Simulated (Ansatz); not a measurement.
# Glassy 40SiO2-28Al2O3-16Li2O-16SrO (mol %): a series in density

How do energy, pressure, forces, levels, charges and cost follow the density?

Computed with Ansatz 0.2.0: Kohn-Sham DFT, PBEsol, PAW (set soft_2). Every run is a single point, with the atoms held where the recipe put them (cutoff of the plane-wave runs 420 eV, fixed occupations).

First member: 85 atoms (10 Si, 14 Al, 8 Li, 4 Sr, 49 O) placed at random at 2.64 g/cm³, melted at 4000 K for 10 ps at fixed volume with the Morse and Coulomb pair potential with partial charges (Pedone, Malavasi, Menziani, Cormack and Segre, J. Phys. Chem. B 110, 11780 (2006)). Quenched from 4000 K to 300 K at 6 K/ps and fixed volume, held 5 ps, then minimised at fixed cell.

Last member: 85 atoms (10 Si, 14 Al, 8 Li, 4 Sr, 49 O) placed at random at 3.52 g/cm³, melted at 4000 K for 10 ps at fixed volume with the Morse and Coulomb pair potential with partial charges (Pedone, Malavasi, Menziani, Cormack and Segre, J. Phys. Chem. B 110, 11780 (2006)). Quenched from 4000 K to 300 K at 6 K/ps and fixed volume, held 5 ps, then minimised at fixed cell.

The members:

| density (g/cm³) | reduced formula | atoms | valence electrons | k-mesh | basis | density (g/cm³) |
| --- | --- | --- | --- | --- | --- | --- |
| 2.641 | Sr4Li8Al14Si10O49 | 85 | 440 | 1×1×1 | plane waves | 2.64 |
| 2.787 | Sr4Li8Al14Si10O49 | 85 | 440 | 1×1×1 | plane waves | 2.79 |
| 2.934 | Sr4Li8Al14Si10O49 | 85 | 440 | 1×1×1 | plane waves | 2.93 |
| 3.11 | Sr4Li8Al14Si10O49 | 85 | 440 | 1×1×1 | plane waves | 3.11 |
| 3.286 | Sr4Li8Al14Si10O49 | 85 | 440 | 1×1×1 | plane waves | 3.29 |
| 3.521 | Sr4Li8Al14Si10O49 | 85 | 440 | 1×1×1 | plane waves | 3.52 |

Each cell is one sample from a classical run, so sample-to-sample scatter enters every column.

The input of the first member, without its atom lines; other members have their own cell and atoms, and may differ in mesh, basis and outputs:

```yaml
crystal:
  lattice:
    - [10.5141, 0.0, 0.0]
    - [0.0, 10.5141, 0.0]
    - [0.0, 0.0, 10.5141]
  atoms:
    [... 85 lines ...]
kpoints:
  mp_grid: { grid: [1, 1, 1] }
hamiltonian:
  xc: pbesol
scf:
  occupations: { method: fixed }
output:
  forces: true
  stress: true
  populations: true
  dos:
    method: { smearing: { sigma: 0.08 } }
    de: 0.1
    projected: { site_lists: { Al: [Al], Li: [Li], O: [O], Si: [Si], Sr: [Sr] } }
  eigenvalues: true
  write_density: true
  write_potential: true
  volumetric_format: npy
```

Results; charges are mean Löwdin charges in e:

| density (g/cm³) | energy less the first member's (meV/atom) | pressure (GPa) | r.m.s. force (eV/Å) | gap (eV) | q(Al) | q(Li) | q(Si) |
| --- | --- | --- | --- | --- | --- | --- | --- |
| 2.641 | 0.0 | 0.669 | 0.734 | 3.63 | +1.28 | +0.80 | +1.68 |
| 2.787 | -6.1 | 2.14 | 0.672 | 3.05 | +1.26 | +0.82 | +1.67 |
| 2.934 | -5.4 | 2.67 | 0.732 | 3.36 | +1.26 | +0.81 | +1.66 |
| 3.11 | 8.4 | 5.99 | 0.800 | 3.19 | +1.26 | +0.80 | +1.68 |
| 3.286 | 13.8 | 5.86 | 0.806 | 3.99 | +1.26 | +0.79 | +1.65 |
| 3.521 | 42.0 | 7.81 | 0.759 | 4.04 | +1.24 | +0.78 | +1.66 |

The gap is that between the highest filled and lowest empty Kohn-Sham level on the run's k-points; tail or defect levels can set it, and semilocal functionals tend to put gaps under measured ones. Atoms aren't relaxed at this level, so pressure against density here is no equation of state. The projection misses up to 0.061 e an atom, so the charges add up to more than the cell's charge.

Bonds in each cell, which the recipe sets and DFT didn't move; cutoffs follow each cell's own g(r) within set bounds (mean length in Å, and neighbours of the second kind about the first):

| density (g/cm³) | Al-O length | Al-O count | O-Si length | O-Si count |
| --- | --- | --- | --- | --- |
| 2.641 | 1.757 | 4.00 | 1.615 | 0.82 |
| 2.787 | 1.751 | 4.00 | 1.611 | 0.82 |
| 2.934 | 1.757 | 4.00 | 1.612 | 0.82 |
| 3.11 | 1.762 | 4.14 | 1.606 | 0.82 |
| 3.286 | - | - | - | - |
| 3.521 | 1.847 | 4.86 | 1.628 | 0.84 |

Cost on 8 threads of Arm Neoverse N1, shared host:

| density (g/cm³) | atoms | basis | k-mesh | SCF cycles | time | host memory (GiB) |
| --- | --- | --- | --- | --- | --- | --- |
| 2.641 | 85 | plane waves | 1×1×1 | 10 | 38 s | 1.4 |
| 2.787 | 85 | plane waves | 1×1×1 | 10 | 58 s | 1.3 |
| 2.934 | 85 | plane waves | 1×1×1 | 10 | 42 s | 1.3 |
| 3.11 | 85 | plane waves | 1×1×1 | 10 | 33 s | 1.3 |
| 3.286 | 85 | plane waves | 1×1×1 | 9 | 16 s | 1.2 |
| 3.521 | 85 | plane waves | 1×1×1 | 9 | 15 s | 1.1 |

Times include the outputs that each run asked for, on hosts shared with other jobs.

What the series shows: The energy against the first member is lowest at 2.79 g/cm³ (-6.1 meV/atom) and highest at 3.52 g/cm³ (42.0 meV/atom), rising overall but not at every step; each member is a single configuration. The gap is lowest at 2.79 g/cm³ (3.05 eV) and highest at 3.52 g/cm³ (4.04 eV); in single samples it varies with the configuration. The mean charge on Al goes from +1.28 e at 2.64 to +1.24 e at 3.52 g/cm³. The pressure is lowest at 2.64 g/cm³ (0.67 GPa) and highest at 3.52 g/cm³ (7.8 GPa), rising overall but not at every step.

Caveats: The quench rate of 6 K/ps is many orders above laboratory rates, so the cell is likely richer in defects and strain than a real sample. The starting topology of bonds comes from the classical model, and needn't be the one that DFT or experiment would give. The cells aren't relaxed by DFT, which could reorder their energies.

[Logs are printed without paths, hosts, clocks, repeated set-up lines and the standing remarks that a program may print on its own settings, such as how far it seeks lower states.]

[Hosts, paths, dates, database ids (printed as entryN), source tags and the programs' standing remarks are cut or masked in the printed files.]
